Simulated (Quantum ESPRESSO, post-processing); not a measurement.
# Pt(111), 5 layers: cutoff convergence, part 2 of 2

Wanted: the cheapest sound input for Pt(111), 5 layers, from a series that sets result against time.

Quantum ESPRESSO 7.5; plane-wave DFT, PBE, SG15 norm-conserving pseudopotentials.

So far. Step 2 (Ground state: ecutwfc 90 Ry, ecutrho 360 Ry): Inside the slab this potential holds the local part of the pseudopotentials, which can be repulsive at the nuclei; only its value in the vacuum has a meaning of its own. Step 3 (SCF with pw.x: ecutwfc 75 Ry, ecutrho 300 Ry): Counted from each run's own zero (the Fermi level), the vacuum level differs from the first run's by +2 meV.

## Step 4: Self-consistent run: ecutwfc 60 Ry, ecutrho 240 Ry

Input file c2.in:

```
&control
  prefix = 'c2'
  outdir = './out'
  pseudo_dir = './pseudo'
  calculation = 'scf'
  tprnfor = .true.
/
&system
  ibrav = 0
  nat = 5
  ntyp = 1
  ecutwfc = 60
  ecutrho = 240
  occupations = 'smearing'
  smearing = 'mv'
  degauss = 0.02
  assume_isolated = 'esm'
  esm_bc = 'bc1'
/
&electrons
  conv_thr = 1e-07
  mixing_beta = 0.4
  electron_maxstep = 120
  mixing_mode = 'local-TF'
/
ATOMIC_SPECIES
  Pt  195.0840  Pt_ONCV_PBE-1.2.upf
CELL_PARAMETERS angstrom
  2.77185858225127 0.00000000000000 0.00000000000000
  1.38592929112563 2.40049994792751 0.00000000000000
  0.00000000000000 0.00000000000000 25.05285222089334
ATOMIC_POSITIONS crystal
  Pt  0.666666666700 0.666666666700 -0.180675081246
  Pt  0.000000000000 0.000000000000 -0.090337540623
  Pt  0.333333333300 0.333333333300 0.000000000000
  Pt  0.666666666700 0.666666666700 0.090337540623
  Pt  0.000000000000 0.000000000000 0.180675081246
K_POINTS automatic
  12 12 1 0 0 0
```

Command:

```console
OMP_NUM_THREADS=1 mpirun -n 4 pw.x -nk 4 -in c2.in > c2.out
```

What it wrote:

```text
[banner, memory and clock lines left out]
Program PWSCF v.7.5 starts
[...]
Message from routine setup:
[...]
number of electrons       =        90.00
     number of Kohn-Sham states=           54
     kinetic-energy cutoff     =      60.0000  Ry
     charge density cutoff     =     240.0000  Ry
[...]
number of k points=    19  Marzari-Vanderbilt smearing, width (Ry)=  0.0200
[...]
Dense  grid:    70523 G-vectors     FFT dimensions: (  27,  27, 240)
[...]
negative rho (up, down):  1.263E-04 0.000E+00
     Starting wfcs are random
[...]
estimated scf accuracy    <       0.19626258 Ry
[...]
estimated scf accuracy    <       0.02068841 Ry
[...]
estimated scf accuracy    <       0.01170281 Ry
[...]
estimated scf accuracy    <       0.00319879 Ry
[...]
estimated scf accuracy    <       0.00072157 Ry
[...]
estimated scf accuracy    <       0.00048202 Ry
[...]
estimated scf accuracy    <       0.00016160 Ry
[...]
estimated scf accuracy    <       0.00013119 Ry
[...]
estimated scf accuracy    <       0.00007077 Ry
[...]
estimated scf accuracy    <       0.00007418 Ry
[...]
estimated scf accuracy    <       0.00002101 Ry
[...]
estimated scf accuracy    <       0.00001230 Ry
[...]
negative rho (up, down):  1.014E-07 0.000E+00
[...]
estimated scf accuracy    <       0.00000186 Ry
[...]
estimated scf accuracy    <       0.00000048 Ry
[...]
estimated scf accuracy    <       0.00000085 Ry
[...]
the Fermi energy is    -5.6704 ev
!    total energy              =   -1213.00230681 Ry
     estimated scf accuracy    <       0.00000005 Ry
     smearing contrib. (-TS)   =      -0.00189499 Ry
     internal energy E=F+TS    =   -1213.00041182 Ry
[...]
one-electron contribution =   29820.47140388 Ry
     hartree contribution      =  -14953.60620837 Ry
     xc contribution           =    -116.05068178 Ry
     ewald contribution        =  -15963.81492555 Ry
     convergence has been achieved in  16 iterations
[...]
Total force =     0.035692     Total SCF correction =     0.001200
[...]
```

Run time: 1.7 min. Hardware: 4 MPI ranks of Intel Xeon 6975P-C (Granite Rapids), shared host; peak memory 0.69 GiB; 6.9 min of CPU time.

Read from the output:

* free energy: -16503.7371 eV
* Fermi energy: -5.670 eV
* vacuum line at the lower end of the cell, over the Fermi level: 5.670 eV
* vacuum line at the upper end of the cell, over the Fermi level: 5.670 eV

The program's own clock; routines nest. Time by routine:

| routine | wall time (s) | calls |
| --- | --- | --- |
| PWSCF | 102.7 | 1 |
| electrons | 99.8 | 1 |
| c_bands | 90.51 | 17 |
| cegterg | 75.96 | 92 |
| h_psi | 55.35 | 1075 |
| vloc_psi | 42.4 | 1075 |
| fftw | 39.06 | 53462 |
| calbec | 6.85 | 1095 |
| h_psi:calbec | 6.59 | 1075 |
| add_vuspsi | 6.01 | 1075 |
| sum_band | 4.99 | 17 |
| mix_rho | 3.6 | 17 |
| cdiaghg | 2.25 | 1058 |
| init_run | 2.05 | 1 |

Counted from each run's own zero (the Fermi level), the vacuum level differs from the first run's by +3 meV.

## Step 5: SCF with pw.x: ecutwfc 51 Ry, ecutrho 204 Ry

c3.in, as its differences from the input of step 4:

```diff
@@ -1,3 +1,3 @@
 &control
-  prefix = 'c2'
+  prefix = 'c3'
   outdir = './out'
@@ -11,4 +11,4 @@
   ntyp = 1
-  ecutwfc = 60
-  ecutrho = 240
+  ecutwfc = 51
+  ecutrho = 204
   occupations = 'smearing'
```

Command:

```console
OMP_NUM_THREADS=1 mpirun -n 4 pw.x -nk 4 -in c3.in > c3.out
```

What it wrote:

```text
[banner, memory and clock lines left out]
Program PWSCF v.7.5 starts
[...]
Message from routine setup:
[...]
number of electrons       =        90.00
     number of Kohn-Sham states=           54
     kinetic-energy cutoff     =      51.0000  Ry
     charge density cutoff     =     204.0000  Ry
[...]
number of k points=    19  Marzari-Vanderbilt smearing, width (Ry)=  0.0200
[...]
Dense  grid:    55289 G-vectors     FFT dimensions: (  24,  24, 216)
[...]
negative rho (up, down):  2.007E-04 0.000E+00
     Starting wfcs are random
[...]
negative rho (up, down):  5.199E-07 0.000E+00
[...]
estimated scf accuracy    <       0.19198666 Ry
[...]
estimated scf accuracy    <       0.02079828 Ry
[...]
estimated scf accuracy    <       0.01107409 Ry
[...]
estimated scf accuracy    <       0.00320050 Ry
[...]
estimated scf accuracy    <       0.00061041 Ry
[...]
estimated scf accuracy    <       0.00046706 Ry
[...]
estimated scf accuracy    <       0.00015996 Ry
[...]
estimated scf accuracy    <       0.00012802 Ry
[...]
estimated scf accuracy    <       0.00006223 Ry
[...]
estimated scf accuracy    <       0.00020559 Ry
[...]
estimated scf accuracy    <       0.00009154 Ry
[...]
estimated scf accuracy    <       0.00002566 Ry
[...]
negative rho (up, down):  3.288E-06 0.000E+00
[...]
estimated scf accuracy    <       0.00000885 Ry
[...]
estimated scf accuracy    <       0.00000382 Ry
[...]
estimated scf accuracy    <       0.00000032 Ry
[...]
estimated scf accuracy    <       0.00000013 Ry
[...]
estimated scf accuracy    <       0.00000010 Ry
[...]
negative rho (up, down):  6.354E-07 0.000E+00
[...]
estimated scf accuracy    <       0.00000010 Ry
[...]
the Fermi energy is    -5.6689 ev
!    total energy              =   -1212.99433967 Ry
     estimated scf accuracy    <          8.6E-10 Ry
     smearing contrib. (-TS)   =      -0.00189830 Ry
     internal energy E=F+TS    =   -1212.99244137 Ry
[...]
one-electron contribution =   29820.48196621 Ry
     hartree contribution      =  -14953.60859867 Ry
     xc contribution           =    -116.05088336 Ry
     ewald contribution        =  -15963.81492555 Ry
     convergence has been achieved in  19 iterations
[...]
Total force =     0.033771     Total SCF correction =     0.000174
[...]
```

Run time: 75 s. Hardware: 4 MPI ranks; peak memory 0.59 GiB; 5 min of CPU time.

Numbers from this step:

- free energy: -16503.6287 eV
- Fermi energy: -5.669 eV
- vacuum line at the lower end of the cell, over the Fermi level: 5.669 eV
- vacuum line at the upper end of the cell, over the Fermi level: 5.669 eV

The program's own clock; routines nest. Time by routine:

| routine | wall time (s) | calls |
| --- | --- | --- |
| PWSCF | 73.83 | 1 |
| electrons | 71.83 | 1 |
| c_bands | 64.53 | 20 |
| cegterg | 52.28 | 105 |
| h_psi | 35.78 | 1162 |
| vloc_psi | 25.33 | 1162 |
| fftw | 23.4 | 55312 |
| calbec | 5.49 | 1182 |
| h_psi:calbec | 5.3 | 1162 |
| add_vuspsi | 4.87 | 1162 |
| sum_band | 3.52 | 20 |
| mix_rho | 3.22 | 20 |
| cdiaghg | 2.36 | 1147 |
| init_run | 1.64 | 1 |

Counted from each run's own zero (the Fermi level), the vacuum level differs from the first run's by +2 meV.

## Step 6: Ground state: ecutwfc 42 Ry, ecutrho 168 Ry

c4.in, as its differences from the input of step 5:

```diff
@@ -1,3 +1,3 @@
 &control
-  prefix = 'c3'
+  prefix = 'c4'
   outdir = './out'
@@ -11,4 +11,4 @@
   ntyp = 1
-  ecutwfc = 51
-  ecutrho = 204
+  ecutwfc = 42
+  ecutrho = 168
   occupations = 'smearing'
```

Command:

```console
OMP_NUM_THREADS=1 mpirun -n 4 pw.x -nk 4 -in c4.in > c4.out
```

What it wrote:

```text
[banner, memory and clock lines left out]
Program PWSCF v.7.5 starts
[...]
Message from routine setup:
[...]
number of electrons       =        90.00
     number of Kohn-Sham states=           54
     kinetic-energy cutoff     =      42.0000  Ry
     charge density cutoff     =     168.0000  Ry
[...]
number of k points=    19  Marzari-Vanderbilt smearing, width (Ry)=  0.0200
[...]
Dense  grid:    41355 G-vectors     FFT dimensions: (  24,  24, 200)
[...]
negative rho (up, down):  1.734E-04 0.000E+00
     Starting wfcs are random
[...]
negative rho (up, down):  4.260E-08 0.000E+00
[...]
estimated scf accuracy    <       0.19341858 Ry
[...]
estimated scf accuracy    <       0.02168514 Ry
[...]
estimated scf accuracy    <       0.01151174 Ry
[...]
estimated scf accuracy    <       0.00317960 Ry
[...]
estimated scf accuracy    <       0.00081821 Ry
[...]
estimated scf accuracy    <       0.00050399 Ry
[...]
estimated scf accuracy    <       0.00016114 Ry
[...]
estimated scf accuracy    <       0.00015459 Ry
[...]
estimated scf accuracy    <       0.00003457 Ry
[...]
estimated scf accuracy    <       0.00003467 Ry
[...]
negative rho (up, down):  1.997E-05 0.000E+00
[...]
estimated scf accuracy    <       0.00000618 Ry
[...]
estimated scf accuracy    <       0.00000581 Ry
[...]
estimated scf accuracy    <       0.00000201 Ry
[...]
estimated scf accuracy    <       0.00000172 Ry
[...]
estimated scf accuracy    <       0.00000118 Ry
[...]
estimated scf accuracy    <       0.00000068 Ry
[...]
the Fermi energy is    -5.6693 ev
!    total energy              =   -1212.99032843 Ry
     estimated scf accuracy    <       0.00000001 Ry
     smearing contrib. (-TS)   =      -0.00190037 Ry
     internal energy E=F+TS    =   -1212.98842806 Ry
[...]
one-electron contribution =   29820.50388176 Ry
     hartree contribution      =  -14953.62575140 Ry
     xc contribution           =    -116.05163287 Ry
     ewald contribution        =  -15963.81492555 Ry
     convergence has been achieved in  17 iterations
[...]
Total force =     0.033964     Total SCF correction =     0.001356
[...]
```

Elapsed: 50 s, on 4 MPI ranks; peak memory 0.49 GiB; 3.3 min of CPU time.

This step gave:

* free energy: -16503.5742 eV

The program's own clock; routines nest. Time by routine:

| routine | wall time (s) | calls |
| --- | --- | --- |
| PWSCF | 49.19 | 1 |
| electrons | 47.52 | 1 |
| c_bands | 42.34 | 18 |
| cegterg | 36.53 | 95 |
| h_psi | 25.78 | 946 |
| vloc_psi | 19.07 | 946 |
| fftw | 17.86 | 47476 |
| calbec | 3.55 | 966 |
| h_psi:calbec | 3.4 | 946 |
| add_vuspsi | 3.12 | 946 |
| sum_band | 2.61 | 18 |
| mix_rho | 2.13 | 18 |
| cdiaghg | 1.95 | 931 |
| init_run | 1.4 | 1 |

Counted from each run's own zero (the Fermi level), the vacuum level differs from the first run's by +2 meV.

## Step 7: Ground state: ecutwfc 33 Ry, ecutrho 132 Ry

c5.in, as its differences from the input of step 6:

```diff
@@ -1,3 +1,3 @@
 &control
-  prefix = 'c4'
+  prefix = 'c5'
   outdir = './out'
@@ -11,4 +11,4 @@
   ntyp = 1
-  ecutwfc = 42
-  ecutrho = 168
+  ecutwfc = 33
+  ecutrho = 132
   occupations = 'smearing'
```

Command:

```console
OMP_NUM_THREADS=1 mpirun -n 4 pw.x -nk 4 -in c5.in > c5.out
```

What it wrote:

```text
[banner, memory and clock lines left out]
Program PWSCF v.7.5 starts
[...]
Message from routine setup:
[...]
number of electrons       =        90.00
     number of Kohn-Sham states=           54
     kinetic-energy cutoff     =      33.0000  Ry
     charge density cutoff     =     132.0000  Ry
[...]
number of k points=    19  Marzari-Vanderbilt smearing, width (Ry)=  0.0200
[...]
Dense  grid:    28985 G-vectors     FFT dimensions: (  24,  24, 180)
[...]
negative rho (up, down):  1.048E-03 0.000E+00
     Starting wfcs are random
[...]
negative rho (up, down):  1.840E-04 0.000E+00
[...]
estimated scf accuracy    <       0.21259930 Ry
[...]
negative rho (up, down):  9.362E-06 0.000E+00
[...]
estimated scf accuracy    <       0.02574709 Ry
[...]
estimated scf accuracy    <       0.01266953 Ry
[...]
estimated scf accuracy    <       0.00305204 Ry
[...]
estimated scf accuracy    <       0.00079769 Ry
[...]
estimated scf accuracy    <       0.00047078 Ry
[...]
estimated scf accuracy    <       0.00017640 Ry
[...]
estimated scf accuracy    <       0.00012168 Ry
[...]
estimated scf accuracy    <       0.00005821 Ry
[...]
estimated scf accuracy    <       0.00002927 Ry
[...]
negative rho (up, down):  3.348E-07 0.000E+00
[...]
estimated scf accuracy    <       0.00006839 Ry
[...]
estimated scf accuracy    <       0.00000733 Ry
[...]
estimated scf accuracy    <       0.00001013 Ry
[...]
estimated scf accuracy    <       0.00000672 Ry
[...]
estimated scf accuracy    <       0.00000031 Ry
[...]
the Fermi energy is    -5.6895 ev
!    total energy              =   -1212.84157375 Ry
     estimated scf accuracy    <       0.00000008 Ry
     smearing contrib. (-TS)   =      -0.00189703 Ry
     internal energy E=F+TS    =   -1212.83967672 Ry
[...]
one-electron contribution =   29821.31595886 Ry
     hartree contribution      =  -14954.33077929 Ry
     xc contribution           =    -116.00993075 Ry
     ewald contribution        =  -15963.81492555 Ry
     convergence has been achieved in  16 iterations
[...]
Total force =     0.034595     Total SCF correction =     0.003267
[...]
```

It took 36 s on 4 MPI ranks; peak memory 0.41 GiB.

Numbers from this step:

- free energy: -16501.5503 eV
- Fermi energy: -5.689 eV
- vacuum line at the lower end of the cell, over the Fermi level: 5.689 eV
- vacuum line at the upper end of the cell, over the Fermi level: 5.689 eV

The program's own clock; routines nest. Time by routine:

| routine | wall time (s) | calls |
| --- | --- | --- |
| PWSCF | 35.02 | 1 |
| electrons | 33.23 | 1 |
| c_bands | 29.53 | 17 |
| cegterg | 25.22 | 90 |
| h_psi | 18.39 | 798 |
| vloc_psi | 14.21 | 798 |
| fftw | 13.42 | 44298 |
| calbec | 2.21 | 818 |
| h_psi:calbec | 2.11 | 798 |
| add_vuspsi | 1.95 | 798 |
| sum_band | 1.87 | 17 |
| init_run | 1.6 | 1 |
| cdiaghg | 1.58 | 783 |
| mix_rho | 1.43 | 17 |

Counted from each run's own zero (the Fermi level), the vacuum level differs from the first run's by +22 meV.

## Step 8: SCF with pw.x: ecutwfc 27 Ry, ecutrho 108 Ry

c6.in, as its differences from the input of step 7:

```diff
@@ -1,3 +1,3 @@
 &control
-  prefix = 'c5'
+  prefix = 'c6'
   outdir = './out'
@@ -11,4 +11,4 @@
   ntyp = 1
-  ecutwfc = 33
-  ecutrho = 132
+  ecutwfc = 27
+  ecutrho = 108
   occupations = 'smearing'
```

Command:

```console
OMP_NUM_THREADS=1 mpirun -n 4 pw.x -nk 4 -in c6.in > c6.out
```

What it wrote:

```text
[banner, memory and clock lines left out]
Program PWSCF v.7.5 starts
[...]
Message from routine setup:
[...]
number of electrons       =        90.00
     number of Kohn-Sham states=           54
     kinetic-energy cutoff     =      27.0000  Ry
     charge density cutoff     =     108.0000  Ry
[...]
number of k points=    19  Marzari-Vanderbilt smearing, width (Ry)=  0.0200
[...]
Dense  grid:    21343 G-vectors     FFT dimensions: (  18,  18, 160)
[...]
negative rho (up, down):  2.926E-04 0.000E+00
     Starting wfcs are random
[...]
negative rho (up, down):  7.973E-05 0.000E+00
[...]
estimated scf accuracy    <       0.35872883 Ry
[...]
negative rho (up, down):  2.534E-05 0.000E+00
[...]
estimated scf accuracy    <       0.07391170 Ry
[...]
negative rho (up, down):  4.878E-07 0.000E+00
[...]
estimated scf accuracy    <       0.02522613 Ry
[...]
estimated scf accuracy    <       0.00204305 Ry
[...]
estimated scf accuracy    <       0.00106501 Ry
[...]
estimated scf accuracy    <       0.00056781 Ry
[...]
estimated scf accuracy    <       0.00014354 Ry
[...]
estimated scf accuracy    <       0.00009488 Ry
[...]
estimated scf accuracy    <       0.00003067 Ry
[...]
estimated scf accuracy    <       0.00001192 Ry
[...]
estimated scf accuracy    <       0.00000432 Ry
[...]
estimated scf accuracy    <       0.00000190 Ry
[...]
estimated scf accuracy    <       0.00000060 Ry
[...]
estimated scf accuracy    <       0.00000012 Ry
[...]
the Fermi energy is    -5.7828 ev
!    total energy              =   -1211.90428336 Ry
     estimated scf accuracy    <       0.00000006 Ry
     smearing contrib. (-TS)   =      -0.00186723 Ry
     internal energy E=F+TS    =   -1211.90241612 Ry
[...]
one-electron contribution =   29825.65193481 Ry
     hartree contribution      =  -14957.96078305 Ry
     xc contribution           =    -115.77864233 Ry
     ewald contribution        =  -15963.81492555 Ry
     convergence has been achieved in  15 iterations
[...]
Total force =     0.031277     Total SCF correction =     0.001257
[...]
```

Elapsed: 21 s, on 4 MPI ranks; peak memory 0.35 GiB.

Read from the output:

- free energy: -16488.7978 eV
- Fermi energy: -5.783 eV
- vacuum line at the lower end of the cell, over the Fermi level: 5.783 eV
- vacuum line at the upper end of the cell, over the Fermi level: 5.783 eV

The program's own clock; routines nest. Time by routine:

| routine | wall time (s) | calls |
| --- | --- | --- |
| PWSCF | 20.12 | 1 |
| electrons | 18.77 | 1 |
| c_bands | 16.86 | 16 |
| cegterg | 14.29 | 85 |
| h_psi | 9.67 | 676 |
| vloc_psi | 6.98 | 676 |
| fftw | 6.9 | 39338 |
| calbec | 1.42 | 696 |
| cdiaghg | 1.35 | 661 |
| h_psi:calbec | 1.35 | 676 |
| add_vuspsi | 1.27 | 676 |
| init_run | 1.22 | 1 |
| sum_band | 0.99 | 16 |
| mix_rho | 0.74 | 16 |

Counted from each run's own zero (the Fermi level), the vacuum level differs from the first run's by +115 meV.

## Step 9: The series side by side

All levels:

| level | vacuum level over the Fermi level (eV) | its change from the first (meV) | energy from the first (meV an atom) | SCF iterations | wall time (s) | peak memory (GiB) | CPU time (s) |
| --- | --- | --- | --- | --- | --- | --- | --- |
| ecutwfc 90 Ry, ecutrho 360 Ry | 5.667 | 0 | 0 | 14 | 207.7 | 1.11 | 828.5 |
| ecutwfc 75 Ry, ecutrho 300 Ry | 5.669 | 2.2 | 0.2481 | 17 | 152.6 | 0.89 | 609 |
| ecutwfc 60 Ry, ecutrho 240 Ry | 5.67 | 3.3 | 9.892 | 16 | 103.5 | 0.69 | 412.6 |
| ecutwfc 51 Ry, ecutrho 204 Ry | 5.669 | 1.8 | 31.57 | 19 | 74.58 | 0.59 | 297.2 |
| ecutwfc 42 Ry, ecutrho 168 Ry | 5.669 | 2.2 | 42.49 | 17 | 49.96 | 0.49 | 198.6 |
| ecutwfc 33 Ry, ecutrho 132 Ry | 5.689 | 22.35 | 447.3 | 16 | 35.88 | 0.41 | 142 |
| ecutwfc 27 Ry, ecutrho 108 Ry | 5.783 | 115.5 | 2998 | 15 | 20.82 | 0.35 | 82.35 |

## Step 10: Results

```
vacuum level over the Fermi level, ecutwfc 90 Ry, ecutrho 360 Ry                                                   : 5.667 eV
cheapest step of the main series that, with all steps before it, keeps the vacuum level within 20 meV of the first : ecutwfc 42 Ry, ecutrho 168 Ry: +2 meV, 3.3 min of CPU time against 14 min
setting with the largest shift of the level                                                                        : ecutwfc 27 Ry, ecutrho 108 Ry: +115 meV
```

What this shows: The cheapest step of the main series that, with all steps before it, keeps the vacuum level within 20 meV of the first is ecutwfc 42 Ry, ecutrho 168 Ry: +2 meV, 3.3 min of CPU time against 14 min. Over the series the energy moves by up to 2998 meV an atom and the vacuum level by up to 115 meV. At the customary cutoff (third row) the total energy is still 9.9 meV an atom off while the level is within 3 meV. The times come from a shared host and are rough. Peak memory is sampled during the run and can miss the peak. The geometry is as built, not relaxed.

[Logs are printed without paths, hosts, clocks, repeated set-up lines and the standing remarks that a program may print on its own settings, such as how far it seeks lower states.]

[Hosts, paths, dates, database ids (printed as entryN), source tags and the programs' standing remarks are cut or masked in the printed files.]

[Maps of the electrostatic potential energy from Ansatz leave out the sawtooth potential of an applied field or a dipole correction, so their vacuum need not be flat; planar profiles and work functions include it.]
